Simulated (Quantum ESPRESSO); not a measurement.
```
NiPS3: which magnetic order is lowest
1.0
     2.90977   -5.04202    0.00000
     2.90977    5.04202    0.00000
    -1.92633    0.00000    6.62143
Ni P S
2 2 6
Direct
  0.33313 0.66687 0.00000
  0.66687 0.33313 0.00000
  0.05521 0.05521 0.16488
  0.94479 0.94479 0.83512
  0.07629 0.42205 0.22923
  0.57795 0.92371 0.77077
  0.26952 0.26952 0.77065
  0.73048 0.73048 0.22935
  0.42205 0.07629 0.22923
  0.92371 0.57795 0.77077
# method: LDA; plane waves with GBRV 1.5 LDA potentials, no spin-orbit coupling, projections on orthogonalised atomic orbitals (and 2 further levels or steps)
# program: Quantum ESPRESSO 7.5
# settings of one run: GBRV 1.5 LDA, cutoff 544.23 eV, 4×4×4 k-mesh, 59 bands, fermi-dirac occupations, smearing width 0.05 eV, collinear spin, SCF threshold 2.00e-8, starting moments 2 -2 0 0 0 0 0 0 0 0 μB
# cost: 4 runs, 10 min in all on 4 MPI ranks of Intel Xeon Platinum 8559C (Emerald Rapids), shared host (the runs of this entry)
# notes: Only these 2 starts were compared; other wavevectors, canted and longer-period orders were not. A computed site moment is spin alone and hangs on the region that is counted: the program’s spheres do not touch and miss the tail of the moment. Measured moments hold any orbital part as well, and belong to the order of the sample, which need not be the order of this run. No Hubbard term acts here. In such compounds local and semilocal functionals without one often delocalise the d electrons, and can shrink or lose moments and miss the size, sign and order of the couplings.
# lowest state found: antiferromagnetic (from antiferro +-)
# largest site moment: 0.959 μB
# state without moments: 69.0 meV a seeded atom higher
```

[Logs and program files are shortened in this print: banners, set-up blocks, solver, clock and traceback lines can be left out without a mark of their own.]

[Logs are printed without paths, hosts, clocks, repeated set-up lines and the standing remarks that a program may print on its own settings, such as how far it seeks lower states.]

[Hosts, paths, dates, database ids (printed as entryN), source tags and the programs' standing remarks are cut or masked in the printed files.]

[Where a cell is said to come from a database of computed structures, the database is the Materials Project.]
